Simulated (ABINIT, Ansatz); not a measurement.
# Na3OBr (Pm-3m): G0W0 on several meshes in ABINIT

Wanted: mesh dependence and cost of G0W0 for Na3OBr (Pm-3m).

Program: ABINIT 10.8.3. Level of theory: PBEsol and many-body steps on it, plane waves. Results are calculated unless marked as measured.

Report form: the programs' logs are mostly left out.

**1. The starting structure**

It takes space group Pm-3m (No. 221, cubic). The conventional cell has a = 4.533 Å, b = 4.533 Å, c = 4.533 Å, α = 90.00°, β = 90.00°, γ = 90.00°. Nearest to Na lie 2 O at 2.27 Å and 4 Br at 3.21 Å and 8 Na at 3.21 Å. Br has 12 Na at 3.21 Å nearest. Nearest to O lie 6 Na at 2.27 Å. Farther neighbours and most contacts between anions are not listed.

The cell and positions are those that the Materials Project relaxed with its own functionals (PBE, PBE+U or r2SCAN), kept fixed.

**2. Empty states on the mesh, 2×2×2 mesh, 187 bands**

This step: ABINIT 10.8.3; DFT, PBEsol, plane waves, norm-conserving pseudopotentials.

The sums over transitions need many empty states on a uniform mesh; this step solves for them.

Input file run.abi:

```
acell 3*1.0 Angstrom
rprim 
  4.533130000000 0.000000000000 0.000000000000
  0.000000000000 4.533130000000 0.000000000000
  0.000000000000 0.000000000000 4.533130000000
ntypat 3
znucl 11 35 8
natom 5
typat 1 1 1 2 3
xred 
  0.000000000000 0.500000000000 0.500000000000
  0.500000000000 0.000000000000 0.500000000000
  0.500000000000 0.500000000000 0.000000000000
  0.000000000000 0.000000000000 0.000000000000
  0.500000000000 0.500000000000 0.500000000000
pp_dirpath "pseudos"
pseudos "Na.upf, Br.upf, O.upf"
ecut 38
ngkpt 2 2 2
nshiftk 1
shiftk 0 0 0
kptopt 1
chksymbreak 0
iscf -2
irdden 1
istwfk *1
nband 187
nbdbuf 16
tolwfr 1e-09
nstep 60
prtvol 0
indata_prefix "in"
outdata_prefix "out"
tmpdata_prefix "tmp"
```

The run is started by

```bash
$ OMP_NUM_THREADS=1 mpirun -n 4 abinit run.abi > log
```

Elapsed: 53 s, on 4 MPI ranks of Arm Neoverse V1, shared host; peak memory 0.42 GiB; 3.5 min of CPU time.

Numbers from this step:

- gap: 1.960 eV
- k of the valence top: 0, 0, 0
- k of the conduction bottom: 0, 0, 0
- least direct gap: 1.960 eV
- k points computed: 4
- lowest point of the top converged band, above the valence top: 73.2231 eV

On this mesh the gap is 1.960 eV.

The density comes from a self-consistent run that is not shown.

**3. Screening, 2×2×2 mesh, 81 bands, screening to 114.3 eV**

The RPA dielectric matrix is built and inverted for each q.

This step: RPA screening on PBEsol, plane waves, norm-conserving pseudopotentials.

Edit run.abi of step 2 so:

```diff
@@ -23,10 +23,11 @@
 chksymbreak 0
-iscf -2
-irdden 1
 istwfk *1
-nband 187
-nbdbuf 16
-tolwfr 1e-09
-nstep 60
-prtvol 0
+occopt 1
+irdwfk 1
+optdriver 3
+nband 81
+ecuteps 4.2
+inclvkb 2
+awtr 1
+symchi 1
 indata_prefix "in"
```

Wall time 9.8 s (4 MPI ranks); peak memory 0.8 GiB.

Numbers from this step:

```yaml
eps_infinity_with_local_fields_on_this_mesh_along_the_program_s_q_direction: 4.366
the_same_without_local_fields: 4.842
plasma_frequency: 24.33 eV
plane_waves_in_the_screening_matrix: 251
```

Local fields lower ε∞ by 10 %. On a Γ-centred mesh this coarse the value itself is usually too large, while a short band sum pulls it down.

**4. 2×2×2**

The self-energy is evaluated for the states that the input lists, and the levels follow from it, in one-shot runs by the linearised quasiparticle equation.

This step: G0W0 on PBEsol, plane waves, norm-conserving pseudopotentials.

Edit run.abi of step 3 so:

```diff
@@ -26,8 +26,15 @@
 irdwfk 1
-optdriver 3
+optdriver 4
 nband 81
+gwcalctyp 0
+ecutsigx 38
+symsigma 1
+nkptgw 1
+kptgw 
+  0.0000000000 0.0000000000 0.0000000000
+bdgw 
+  18 23
 ecuteps 4.2
-inclvkb 2
-awtr 1
-symchi 1
+irdscr 1
+ppmodel 1
 indata_prefix "in"
```

Run time: 4.9 s. Hardware: 4 MPI ranks; peak memory 0.8 GiB; 19 s of CPU time.

Numbers from this step:

* G0W0 gap on the points computed: 3.26 eV
* starting gap on the mesh: 1.960 eV
* k of the valence top: 0, 0, 0
* k of the conduction bottom: 0, 0, 0
* Z at the valence top: 0.74
* Z at the conduction bottom: 0.833
* least direct G0W0 gap on the computed points: 3.26 eV

The gap on the mesh goes from 1.96 eV to 3.26 eV, a correction of +1.30 eV.

**5. Empty states on the mesh, 4×4×4 mesh, 89 bands**

This step: DFT, PBEsol, plane waves, norm-conserving pseudopotentials.

Edit run.abi of step 4 so:

```diff
@@ -18,3 +18,3 @@
 ecut 38
-ngkpt 2 2 2
+ngkpt 4 4 4
 nshiftk 1
@@ -23,18 +23,10 @@
 chksymbreak 0
+iscf -2
+irdden 1
 istwfk *1
-occopt 1
-irdwfk 1
-optdriver 4
-nband 81
-gwcalctyp 0
-ecutsigx 38
-symsigma 1
-nkptgw 1
-kptgw 
-  0.0000000000 0.0000000000 0.0000000000
-bdgw 
-  18 23
-ecuteps 4.2
-irdscr 1
-ppmodel 1
+nband 89
+nbdbuf 8
+tolwfr 1e-09
+nstep 60
+prtvol 0
 indata_prefix "in"
```

Elapsed: 43 s, on 4 MPI ranks; peak memory 0.39 GiB; 2.9 min of CPU time.

This step gave:

```
gap                                                           : 1.960 eV
k of the valence top                                          : 0, 0, 0
k of the conduction bottom                                    : 0, 0, 0
least direct gap                                              : 1.960 eV
k points computed                                             : 10
lowest point of the top converged band, above the valence top : 38.94 eV
```

On this mesh the gap is 1.960 eV.

**6. Screening, 4×4×4 mesh, 81 bands, screening to 114.3 eV**

This step: RPA screening on PBEsol, plane waves, norm-conserving pseudopotentials.

Edit run.abi of step 5 so:

```diff
@@ -23,10 +23,11 @@
 chksymbreak 0
-iscf -2
-irdden 1
 istwfk *1
-nband 89
-nbdbuf 8
-tolwfr 1e-09
-nstep 60
-prtvol 0
+occopt 1
+irdwfk 1
+optdriver 3
+nband 81
+ecuteps 4.2
+inclvkb 2
+awtr 1
+symchi 1
 indata_prefix "in"
```

The job ended after 57 s (4 MPI ranks; peak memory 1.4 GiB).

Numbers from this step:

- ε∞ with local fields, on this mesh, along the program's q direction: 3.094
- the same without local fields: 3.498
- plasma frequency: 24.33 eV
- plane waves in the screening matrix: 251

**7. 4×4×4**

This step: G0W0 on PBEsol, plane waves, norm-conserving pseudopotentials.

Edit run.abi of step 6 so:

```diff
@@ -26,8 +26,15 @@
 irdwfk 1
-optdriver 3
+optdriver 4
 nband 81
+gwcalctyp 0
+ecutsigx 38
+symsigma 1
+nkptgw 1
+kptgw 
+  0.0000000000 0.0000000000 0.0000000000
+bdgw 
+  18 23
 ecuteps 4.2
-inclvkb 2
-awtr 1
-symchi 1
+irdscr 1
+ppmodel 1
 indata_prefix "in"
```

The job ended after 7.8 s (4 MPI ranks; peak memory 1.1 GiB; 31 s of CPU time).

This step gave:

- G0W0 gap on the points computed: 3.569 eV
- starting gap on the mesh: 1.960 eV
- k of the valence top: 0, 0, 0
- k of the conduction bottom: 0, 0, 0
- Z at the valence top: 0.75
- Z at the conduction bottom: 0.846
- least direct G0W0 gap on the computed points: 3.569 eV

Against G0W0 in ABINIT (2×2×2 mesh, 81 bands, screening to 114.3 eV, Godby-Needs plasmon pole), the gap moves by +0.309 eV.

**8. Side by side**

Times are wall times on 4 MPI ranks of Arm Neoverse V1, shared host, good to a factor of about two. A run's time includes the screening step that it read.

```csv
run,mesh,bands,screening cutoff (eV),DFT gap (eV),gap on the mesh (eV),direct (eV),ε∞ used,time
2×2×2,2×2×2,81,114.3,1.960,3.260,3.260,4.37,15 s
4×4×4,4×4×4,81,114.3,1.960,3.569,3.569,3.09,65 s
```

**9. Summary of results**

```yaml
2x2x2: 3.260 eV
4x4x4: 3.569 eV
known_limits: not at the basis limit; no spin-orbit coupling; coarse k mesh
```

**Reading.** 4×4×4: +0.309 eV against 2×2×2. Bands and cutoff are finite, so the gap is not at the basis limit. The miss can reach some tenths of an eV and take either sign; the mesh is an error of its own. In the G0W0 runs levels were corrected at 1 k point alone, so a gap called «on the mesh» is the least over those, and an edge elsewhere would be missed. The 2×2×2 mesh is coarse for this cell, which bears on the long-range parts of exchange and screening. The many-body steps are scalar-relativistic: spin-orbit coupling is not in them.

[Paths, hosts, dates, memory and timing lines, banners, echoed tables and standing remarks are left out of the program output.]

[Logs are printed without paths, hosts, clocks, repeated set-up lines and the standing remarks that a program may print on its own settings, such as how far it seeks lower states.]

[Runs of the session that timed out or met a known fault of the program may be left out.]

[Hosts, paths, dates, database ids (printed as entryN), source tags and the programs' standing remarks are cut or masked in the printed files.]

[G0W0 gaps are taken among the corrected bands and points alone; a level outside them can change the order at an edge.]

[Where Ansatz stands beside ABINIT at settings called matched, ABINIT's density can come from a denser mesh and the files from another edition; pairs whose starting gaps differed by over 0.03 eV were left out, so agreement reads better than it is.]
